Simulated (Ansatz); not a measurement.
## Phonon transport in ZnSe (Stilleite, F-43m)

Wanted: κ(T), lifetimes and mean free paths for ZnSe (Stilleite).

Experimental results on record:
- thermal conductivity 19 W/m/K near room temperature (given in “Combining the AFLOW GIBBS and Elastic Libraries to efficiently and robustly screen thermo-mechanical properties of solids”, 2017, arXiv:1611.05714)

Calculated with Ansatz 0.2.0; DFT LDA, scalar-relativistic, plane waves, PAW; PAW set soft_1.

**Measured values to reproduce.**

For ZnSe, zincblende (pure ZnSe, earlier work), “Phonon-based partition of (ZnSe-like) semiconductor mixed crystals on approach to their pressure-induced structural transition” (2020, arxiv:2008.07187) quotes earlier work: Raman mode (TO) about 207 cm⁻¹ [Literature Raman frequency quoted as a normalising parameter in the cross-section model].

## 1. Starting point

The structure is cubic, space group F-43m (No. 216). The conventional cell has a = 5.668 Å, b = 5.668 Å, c = 5.668 Å, α = 90.00°, β = 90.00°, γ = 90.00°. Nearest to Zn lie 4 Se at 2.45 Å. Nearest to Se lie 4 Zn at 2.45 Å. Farther neighbours and most contacts between anions are not listed.

Coordinates:

```cif
data_structure
_symmetry_space_group_name_H-M 'F-43m'
_symmetry_Int_Tables_number 216
_cell_length_a 5.6676
_cell_length_b 5.6676
_cell_length_c 5.6676
_cell_angle_alpha 90.000
_cell_angle_beta 90.000
_cell_angle_gamma 90.000
_cell_volume 182.05
loop_
_atom_site_label
_atom_site_type_symbol
_atom_site_symmetry_multiplicity
_atom_site_Wyckoff_symbol
_atom_site_fract_x
_atom_site_fract_y
_atom_site_fract_z
_atom_site_occupancy
Zn1 Zn 4 a 0.00000 0.00000 0.00000 1
Se1 Se 4 d 0.25000 0.25000 0.75000 1
```

## 2. Probe on a coarse mesh

A cheap single point shows whether the cell is a metal or an insulator and how far it is from rest; that sets the k-mesh and the occupations of what follows.

The input, input.yaml:

```yaml
crystal:
  lattice:
    - [0.0, 2.8338, 2.8338]
    - [2.8338, 0.0, 2.8338]
    - [2.8338, 2.8338, 0.0]
  atoms:
    - { symbol: Zn, position: [0.0, 0.0, 0.0] }
    - { symbol: Se, position: [0.25, 0.25, 0.25] }
kpoints:
  mp_grid: { grid: [6, 6, 6] }
hamiltonian:
  xc: lda
  pseudopotentials: { kind: paw, azcp: { folder: soft_1 }, xc_functional: pbe }
scf:
  occupations: { method: gaussian, width: 0.1 }
  lower_state_search: "off"
output:
  forces: true
  stress: true
  eigenvalues: true
```

Run with:

```sh
$ ansatz run input.yaml --threads 18 --pin off --max-ram 92160MiB --backend cuda --events-out ev --progress --plain --runs-dir out --max-vram 78GiB
```

Numbers of over 12 decimals in the logs are rounded to 6 here.

The log of the run:

```text
Engine: ansatz 0.2.0, aarch64-unknown-linux-gnu
Pseudopotentials: kind: paw
Pseudopotential: Zn, paw, valence charge 12, recommended cutoff 420 eV (normal), soft_1/Zn.paw.azcp
Pseudopotential: Se, paw, valence charge 16, recommended cutoff 420 eV (normal), soft_1/Se.paw.azcp
Functional definition: SPW92
  exchange = slater_x
  correlation = pw_c
device memory: the entry about to start is reckoned to put 0.7 GiB on a device that reports 182.5 GiB free (of which the cap on the GPU budget leaves the run 78.0 GiB)
GPU FFT provider: cuFFT
GPU libraries: cuBLAS 13.8.1, cuFFT 12.4.0, cuSOLVER 12.3.2
GPU matrix products: emulated (plane waves: as basis.precision tells), large ones in fixed point in workspaces of 1.00 GiB
Crystal: 2 atoms, lattice volume = 45.513 Å³
Basis set: ecut = 420 eV, 893 PW (Γ)
Bands: 18, of which v1, the nominal top of the filled ones, is band 14 counted from 1 (13 counted from 0)
Symmetry: 24 space group operations
Space group: F-43m (ITA 216), of the structure as read, at distance tolerance 3.6e-5 Å
k-points: 16 of 216 (time reversal used)
Non-local potential: Zn, projectors of the file, l = 0: 2, l = 1: 2, l = 2: 3, l = 3: 1
Non-local potential: Se, projectors of the file, l = 0: 2, l = 1: 2, l = 2: 3, l = 3: 1
PAW form: soft (Blöchl's): semilocal exchange-correlation on the pseudo side does not see the compensation charge
PAW frozen core: Zn, regenerated for the run's functional, and the local potential with it (the file was generated under x = pbe(κ = 0.804, μ = 0.219515), c = pbe(β = 0.066725))
PAW frozen core: Se, regenerated for the run's functional, and the local potential with it (the file was generated under x = pbe(κ = 0.804, μ = 0.219515), c = pbe(β = 0.066725))
PAW one-centre angular grid: Zn, 590 points (default); XC on 64 Gauss nodes
PAW one-centre angular grid: Se, 590 points (default); XC on 64 Gauss nodes
Initial density: superposition of atomic densities (chi_scale 0.1, normalization cell, long waves kept (reshape's long-wave potential 0.00 eV rms))
Initial wavefunctions: pseudopotential atomic-orbital guess
GPU buffer pool allocated for 19683 grid points (all kernels)
GPU transforms: local potential and band sums: pruned to the plane-wave sphere, on 25×27×27
Functional: x = slater, c = lda
SCF iter   1: F=—  HF=-8631.186185 eV  |F-HF|=—  |Δ(HF+E_count)|=         —  Δρ=5.91e-2  dr2=1.02e0  ethr=3.10e-3  ⟨swp⟩=5.6  Hψ=1587  notcnv=0
preconditioner: auto → none  [insulator: Δε(μ)=0.970 eV  Ē_g=12.766 eV  σ=0.100 eV  W_gap=1.00  n_scr=14 (ndim 8)  ℏωp=23.4 eV  f_vac=0.060  D(μ)=0.00/eV (n_scr^D=0)  ε∞_Penn≈4.3]
SCF iter   2: F=—  HF=-8630.925208 eV  |F-HF|=—  |Δ(HF+E_count)|=   2.61e-1  Δρ=2.61e-2  dr2=1.98e-1  ethr=3.10e-3  ⟨swp⟩=3.0  Hψ=665  notcnv=0
SCF iter   3: F=—  HF=-8630.835457 eV  |F-HF|=—  |Δ(HF+E_count)|=   8.98e-2  Δρ=1.14e-2  dr2=3.08e-2  ethr=7.06e-4  ⟨swp⟩=2.1  Hψ=609  notcnv=0
SCF iter   4: F=—  HF=-8630.827561 eV  |F-HF|=—  |Δ(HF+E_count)|=   7.90e-3  Δρ=2.78e-3  dr2=1.95e-3  ethr=1.10e-4  ⟨swp⟩=2.0  Hψ=607  notcnv=0
SCF iter   5: F=—  HF=-8630.827815 eV  |F-HF|=—  |Δ(HF+E_count)|=   2.54e-4  Δρ=1.04e-3  dr2=3.26e-4  ethr=6.95e-6  ⟨swp⟩=2.0  Hψ=475  notcnv=0
SCF iter   6: F=—  HF=-8630.827911 eV  |F-HF|=—  |Δ(HF+E_count)|=   9.60e-5  Δρ=5.21e-5  dr2=9.44e-7  ethr=1.17e-6  ⟨swp⟩=2.8  Hψ=506  notcnv=0
SCF iter   7: F=—  HF=-8630.827929 eV  |F-HF|=—  |Δ(HF+E_count)|=   1.86e-5  Δρ=2.10e-5  dr2=1.74e-7  ethr=3.57e-10  ⟨swp⟩=7.1  Hψ=1816  notcnv=0
SCF iter   8: F=-8630.827929 eV  HF=-8630.827929 eV  |F-HF|=6.99e-9  |Δ(HF+E_count)|=   6.52e-8  Δρ=6.56e-6  dr2=1.01e-8  ethr=3.57e-10  ⟨swp⟩=5.4  Hψ=1341  notcnv=0
SCF 1 converged in 8 iterations: F = -8630.827929 eV  dr2 = 1.01e-8
  greatest PAW one-centre occupation: 1.000 electrons in one spin orbital (limit 2), on the Se atom at site 1 (counted from 0), in its partial waves of l = 2
SCF converged after 8 iterations
Free energy (F): -8630.827929 eV
Harris-Foulkes:  -8630.827929 eV  (|F-HF|=6.99e-9)
Internal energy: -8630.827929 eV  (E = F + TS)
E sigma→0 (E₀):  -8630.827929 eV
Fermi energy:    6.738807 eV
--- Per-component energies (eV) ---
  E_band       = -400.729051
  E_kinetic    = 259.084132
  E_local      = -4849.670624  (includes V_loc(G=0)·N_el)
  E_nonlocal   = 472.096634
  E_hartree    = 2238.487581
  E_xc         = -162.341328
  E_vxc        = -141.997820  (∫ρ·V_xc dr)
  E_paw        = -3871.315315  (= ΣΔE_a)
  E_vpaw       = -617.220267  (= ΣTr[D̂ρ^β])
  E_aug_tail   = -0.000667  (compensation charges beyond the density's cutoff)
  E_ewald      = -2720.942845
  E_core_change = 3.774503  (= ΣΔE_core)
  E_smearing   = -0.000000  (= −TS)
  E_closure    = 0.000000  (closes the sum)
  Σ components = -8630.827929   (vs F -8630.827929, Δ=0.00e0)
--- Forces (eV/Å), atoms counted from 1 ---
  atom   1  Zn     0.00000000    -0.00000000     0.00000000
  atom   2  Se    -0.00000000     0.00000000     0.00000000
  max |Σ_I F_I| component: 1.90e-16 eV/Å
--- Stress (GPa, compression-positive) ---
       -3.378360      -0.000000      -0.000000
       -0.000000      -3.378360       0.000000
       -0.000000       0.000000      -3.378360
  P = ⅓ Tr σ = -3.3784 GPa (-33.784 kbar)
--- Band table (eV; the first three rows and the last of 16) ---
  k-point 0: bands = [... 10 lower, -0.0824, 6.2204, 6.2204, 6.2204, 7.2467, 11.9309, 11.9309, 11.9309]
  k-point 1: bands = [... 10 lower, -0.0842, 4.2441, 5.9650, 5.9650, 8.5734, 11.9525, 12.3340, 12.3340]
  k-point 2: bands = [... 10 lower, -0.0762, 2.0888, 5.5343, 5.5343, 8.7068, 12.6086, 12.6086, 13.5928]
  k-point 15: bands = [... 10 lower, 0.1891, 1.4451, 3.5624, 3.6354, 10.5360, 10.9037, 14.3338, 14.6703]
```

It took 0.78 s on 1 × NVIDIA GB200 with 18 threads of Arm Neoverse V2, shared host; peak memory 1.1 GiB.

Numbers from this step:

```yaml
pressure: -3.378 GPa
gap_on_the_k_mesh: 1.026 eV
volume_per_atom: 22.76 Å³/atom
```

The start is under -3.4 GPa at this level and looks like an insulator or semiconductor on this mesh.

## 3. Relaxation

Phonons are second derivatives about a minimum, so cell and atoms are relaxed first, inside the symmetry of the start.

input.yaml, the sections that differ from step 2:

```yaml
kpoints:
  mp_grid: { grid: [8, 8, 8] }
scf:
  occupations: { method: gaussian, width: 0.02 }
  lower_state_search: "off"
relax:
  adjacent_minimum: "off"
  f_tol: 0.005
  max_steps: 80
  cell: { stress_tol: 0.05 }
# crystal, hamiltonian, output: as in step 2
```

The log of the run:

```text
[...]
Crystal: 2 atoms, lattice volume = 45.513 Å³
Basis set: ecut = 420 eV, 893 PW (Γ)
Bands: 18, of which v1, the nominal top of the filled ones, is band 14 counted from 1 (13 counted from 0)
Symmetry: 24 space group operations
[...]
k-points: 29 of 512 (time reversal used)
[...]
SCF iter   1: F=—  HF=-8631.193075 eV  |F-HF|=—  |Δ(HF+E_count)|=         —  Δρ=5.91e-2  dr2=1.03e0  ethr=3.10e-3  ⟨swp⟩=6.0  Hψ=2830  notcnv=0
[...]
SCF iter   2: F=—  HF=-8630.931902 eV  |F-HF|=—  |Δ(HF+E_count)|=   2.61e-1  Δρ=2.61e-2  dr2=1.99e-1  ethr=3.10e-3  ⟨swp⟩=3.0  Hψ=1208  notcnv=0
[...]
SCF iter   8: F=-8630.834059 eV  HF=-8630.834059 eV  |F-HF|=8.42e-9  |Δ(HF+E_count)|=   7.49e-8  Δρ=7.10e-6  dr2=1.20e-8  ethr=3.57e-10  ⟨swp⟩=5.6  Hψ=2368  notcnv=0
SCF 1 converged in 8 iterations: F = -8630.834059 eV  dr2 = 1.20e-8
[...]
relax step   1: F+E_penalty+E_count = -8630.83405861 eV  Δ(F+E_penalty+E_count) = +0.000e0 eV  max|allowed force component| = 1.180e-16 eV/Å  Δτ_max = 0.0000 Å  P = -3.400 GPa  Ω = 45.513 Å³  (8 SCF iters, dr2 threshold 1.00e-7 eV, accepted)
[...]
Crystal: 2 atoms, lattice volume = 43.678 Å³
Basis set: ecut = 420 eV, 869 PW (Γ)
[...]
iter 1 solved again at ethr=3.73e-6 eV; its pass at ethr=3.10e-3 eV (dr2=1.04e-3 eV) is discarded
[...]
SCF iter   2: F=—  HF=-8630.859507 eV  |F-HF|=—  |Δ(HF+E_count)|=   2.98e-4  Δρ=7.18e-4  dr2=1.57e-4  ethr=3.67e-6  ⟨swp⟩=2.8  Hψ=853  notcnv=0
[...]
SCF iter   5: F=-8630.859497 eV  HF=-8630.859497 eV  |F-HF|=6.12e-9  |Δ(HF+E_count)|=   6.86e-8  Δρ=1.07e-5  dr2=3.64e-8  ethr=7.14e-10  ⟨swp⟩=6.2  Hψ=2499  notcnv=0
SCF 2 converged in 5 iterations: F = -8630.859497 eV  dr2 = 3.64e-8
relax step   2: F+E_penalty+E_count = -8630.85949726 eV  Δ(F+E_penalty+E_count) = -2.544e-2 eV  max|allowed force component| = 3.498e-17 eV/Å  Δτ_max = 0.0000 Å  P = -0.866 GPa  Ω = 43.678 Å³  energy of the carried Pulay correction = +4.408e-4 eV  (5 SCF iters, dr2 threshold 2.00e-7 eV, accepted)
[...]
Crystal: 2 atoms, lattice volume = 43.085 Å³
[...]
SCF iter   4: F=-8630.861102 eV  HF=-8630.861102 eV  |F-HF|=4.86e-8  |Δ(HF+E_count)|=   2.78e-6  Δρ=2.66e-5  dr2=1.62e-7  ethr=7.14e-10  ⟨swp⟩=4.3  Hψ=2985  notcnv=0
SCF 3 converged in 4 iterations: F = -8630.861102 eV  dr2 = 1.62e-7
relax step   3: F+E_penalty+E_count = -8630.86110184 eV  Δ(F+E_penalty+E_count) = -1.605e-3 eV  max|allowed force component| = 2.111e-17 eV/Å  Δτ_max = 0.0000 Å  P = +0.091 GPa  Ω = 43.085 Å³  energy of the carried Pulay correction = +5.874e-4 eV  (4 SCF iters, dr2 threshold 2.00e-7 eV, accepted)
[...]
relax step   4: F+E_penalty+E_count = -8630.86110360 eV  Δ(F+E_penalty+E_count) = -1.760e-6 eV  max|allowed force component| = 2.978e-17 eV/Å  Δτ_max = 0.0000 Å  P = -0.002 GPa  Ω = 43.141 Å³  energy of the carried Pulay correction = +5.735e-4 eV  (4 SCF iters, dr2 threshold 2.07e-8 eV, accepted)
[...]
SCF iter   1: F=—  HF=-8630.860446 eV  |F-HF|=—  |Δ(HF+E_count)|=         —  Δρ=9.13e-5  dr2=1.14e-6  ethr=9.48e-8  ⟨swp⟩=3.5  Hψ=4525  notcnv=0
[...]
SCF iter   2: F=—  HF=-8630.860506 eV  |F-HF|=—  |Δ(HF+E_count)|=   5.93e-5  Δρ=1.08e-4  dr2=2.14e-6  ethr=4.08e-9  ⟨swp⟩=2.0  Hψ=916  notcnv=0
[...]
SCF iter   6: F=-8630.860505 eV  HF=-8630.860505 eV  |F-HF|=1.82e-12  |Δ(HF+E_count)|=  5.09e-11  Δρ=1.39e-7  dr2=4.17e-12  ethr=1.00e-12  ⟨swp⟩=4.7  Hψ=2734  notcnv=0
SCF 5 converged in 6 iterations: F = -8630.860505 eV  dr2 = 4.17e-12
relax step   5: F+E_penalty+E_count = -8630.86050545 eV  Δ(F+E_penalty+E_count) = +5.982e-4 eV  max|allowed force component| = 2.920e-17 eV/Å  Δτ_max = 0.0000 Å  P = -0.001 GPa  Ω = 43.141 Å³  stress off target by 1.33e-3 GPa  SCF on the basis re-selected at this cell (its energy is not comparable with the rows above)  (6 SCF iters)
basis re-selected at this cell: Δ(F+E_penalty+E_count) = +5.982e-4 eV, ΔP = +0.000 GPa vs the last step (what re-selecting the basis moved, of the pressure what is left beyond the Pulay correction that the steps carried, after the strain that the cell walked since its last selection, with what the two solves' SCF thresholds leave and, on support functions, any second-order correction that the steps lacked; it is no m [...]
SCF converged after 6 iterations
Free energy (F): -8630.860505 eV
[...]
Internal energy: -8630.860505 eV  (E = F + TS)
E sigma→0 (E₀):  -8630.860505 eV
Fermi energy:    7.581287 eV
[...]
--- Stress (GPa, compression-positive) ---
       -0.001332      -0.000000      -0.000000
       -0.000000      -0.001332       0.000000
       -0.000000       0.000000      -0.001332
  P = ⅓ Tr σ = -0.0013 GPa (-0.013 kbar)
--- Band table (eV; the first three rows and the last of 29) ---
  k-point 0: bands = [... 10 lower, 0.5018, 6.9580, 6.9580, 6.9580, 8.2043, 12.6540, 12.6540, 12.6540]
  k-point 1: bands = [... 10 lower, 0.5000, 5.5432, 6.7882, 6.7882, 9.2300, 12.6069, 12.9272, 12.9272]
  k-point 2: bands = [... 10 lower, 0.5015, 3.7030, 6.4295, 6.4295, 9.6493, 13.3241, 13.3241, 13.5120]
  k-point 28: bands = [... 10 lower, 0.8476, 1.9407, 3.9332, 4.0000, 12.3062, 12.6439, 13.8860, 14.5191]
--- Relaxed structure (4 steps of the walk, 4 accepted, 1 SCFs on fresh bases) ---
  F+E_penalty+E_count = -8630.86050545 eV   max|allowed force component| = 2.920e-17 eV/Å   (the final SCF, on the basis selected at the relaxed cell)
  cell:  # Å, volume = 43.1406 Å³
    - [0, 2.783676, 2.783676]
    - [2.783676, 0, 2.783676]
    - [2.783676, 2.783676, 0]
  atoms:
    - { symbol: Zn, position: [0, 0, 0] }
    - { symbol: Se, position: [0.25, 0.25, 0.25] }
```

Wall time 2.8 s (1 × NVIDIA GB200 with 18 threads); peak memory 1.1 GiB; 5.3 s of CPU time.

Relaxation path:

| step | energy less that of the first step (eV) | largest force component (eV/Å) | pressure (GPa) | volume (Å³) |
| --- | --- | --- | --- | --- |
| 1 | 0.0000 | 0.0000 | -3.40 | 45.51 |
| 2 | -0.0254 | 0.0000 | -0.87 | 43.68 |
| 3 | -0.0270 | 0.0000 | 0.09 | 43.08 |
| 4 | -0.0270 | 0.0000 | 0.00 | 43.14 |
| 5* | -0.0264 | 0.0000 | 0.00 | 43.14 |

Relaxation steps marked * repeat the geometry before them on a plane-wave basis chosen anew for their cell, so energy and pressure can jump there.

The run keeps the 24 symmetry operations that it works with, so distortions that break them were not tested.

| conventional cell, symmetrised | before | after | change |
| --- | --- | --- | --- |
| a (Å) | 5.668 | 5.567 | -1.8 % |
| b (Å) | 5.668 | 5.567 | -1.8 % |
| c (Å) | 5.668 | 5.567 | -1.8 % |
| volume (Å³/atom) | 22.76 | 21.57 | -5.2 % |

The relaxed structure:

```xyz
2
Lattice="0.0000 2.7837 2.7837 2.7837 0.0000 2.7837 2.7837 2.7837 0.0000" Properties=species:S:1:pos:R:3 pbc="T T T"
Zn    0.0000    0.0000    0.0000
Se    1.3918    1.3918    1.3918
```

This step gave:

```
pressure          : -0.001332 GPa
gap on the k-mesh : 1.246 eV
volume per atom   : 21.57 Å³/atom
```

The relaxation ends with a pressure of 0.00 GPa.

## 4. Tight relaxation

The thresholds are tightened for a last relaxation ahead of the phonons, and where mesh or smearing change with them the cell follows.

input.yaml, the sections that differ from step 3:

```yaml
crystal:
  lattice:
    - [0.0, 2.7836755404, 2.7836755404]
    - [2.7836755404, 0.0, 2.7836755404]
    - [2.7836755404, 2.7836755404, 0.0]
  atoms:
    - { symbol: Zn, position: [0.0, 0.0, 0.0] }
    - { symbol: Se, position: [0.25, 0.25, 0.25] }
kpoints:
  mp_grid: { grid: [9, 9, 9] }
scf:
  occupations: { method: fixed }
  lower_state_search: "off"
relax:
  adjacent_minimum: "off"
  f_tol: 0.001
  max_steps: 60
  cell: { stress_tol: 0.01 }
# hamiltonian, output: as in step 3
```

The log of the run:

```text
[...]
GPU FFT provider: cuFFT
GPU libraries: cuBLAS 13.8.1, cuFFT 12.4.0, cuSOLVER 12.3.2
[...]
Crystal: 2 atoms, lattice volume = 43.141 Å³
Basis set: ecut = 420 eV, 869 PW (Γ)
Bands: 18, of which v1, the nominal top of the filled ones, is band 14 counted from 1 (13 counted from 0)
Symmetry: 24 space group operations
[...]
k-point 34: bands = [... 10 lower, 0.8096, 1.9697, 3.7866, 4.3500, 12.1194, 12.4612, 13.6598, 15.3368]
--- Relaxed structure (1 steps of the walk, 1 accepted, 1 SCFs on fresh bases) ---
[...]
cell:  # Å, volume = 43.1406 Å³
    - [0.0, 2.7836755404, 2.7836755404]
    - [2.7836755404, 0.0, 2.7836755404]
    - [2.7836755404, 2.7836755404, 0.0]
  atoms:
    - { symbol: Zn, position: [0.0, 0.0, 0.0] }
    - { symbol: Se, position: [0.25, 0.25, 0.25] }
[key lines of the parts left out:]
SCF converged after 6 iterations
Free energy (F): -8630.861102 eV
Fermi energy:    6.957499 eV
P = ⅓ Tr σ = -0.0024 GPa (-0.024 kbar)
```

The job ended after 1.6 s (1 × NVIDIA GB200 with 18 threads; peak memory 1 GiB; 3 s of CPU time).

Little changed from the start: no atom moved by 0.005 Å and no cell edge by 0.1 %.

Numbers from this step:

```
pressure          : -0.002393 GPa
gap on the k-mesh : 1.247 eV
```

The residual pressure is -0.0024 GPa, small enough for phonons.

## 5. A faulty attempt

This input was changed on purpose, to see how the program answers.

input.yaml, the sections that differ from step 4:

```yaml
kpoints:
  mp_grid: { grid: [8, 8, 8] }
scf:
  occupations: { method: fixed }
  lower_state_search: "off"
  max_iter: 100
output:
  eigenvalues: true
phonons:
  supercell: [2, 2, 2]
  dielectric: false
  third_order: { supercell: [2, 2, 2], pair_cutoff: 2.561 }
  lattice_thermal_conductivity:
    qmesh: [9, 10, 11]
    temperatures: [300]
    isotope_mass_variance:
      - { species: Se, variance: 0.0004628 }
      - { species: Zn, variance: 0.0005982 }
# crystal, hamiltonian: as in step 4
# relax: removed
```

The log of the run:

```text
Error: invalid value for `phonons.lattice_thermal_conductivity.qmesh`: [9, 10, 11] is not mapped onto itself by every operation of the crystal's point group, which phonons.lattice_thermal_conductivity requires of this mesh (its Boltzmann solve uses the whole point group); the smallest at or above it that is: [11, 11, 11]
```

The job ended after 0.1 s (18 threads; peak memory 0.07 GiB).

The program refused the input before any cycle.

The program's message: “Error: invalid value for `phonons.lattice_thermal_conductivity.qmesh`: [9, 10, 11] is not mapped onto itself by every operation of the crystal's point group, which phonons.lattice_thermal_conductivity …”

The fault put into the input: a q mesh that breaks the point group.

(Part 1 of 2 ends here.)

[Logs are printed without paths, hosts, clocks, repeated set-up lines and the standing remarks that a program may print on its own settings, such as how far it seeks lower states.]

[Hosts, paths, dates, database ids (printed as entryN), source tags and the programs' standing remarks are cut or masked in the printed files.]

[A step with changed settings may run another functional than the one named; its input shows which.]
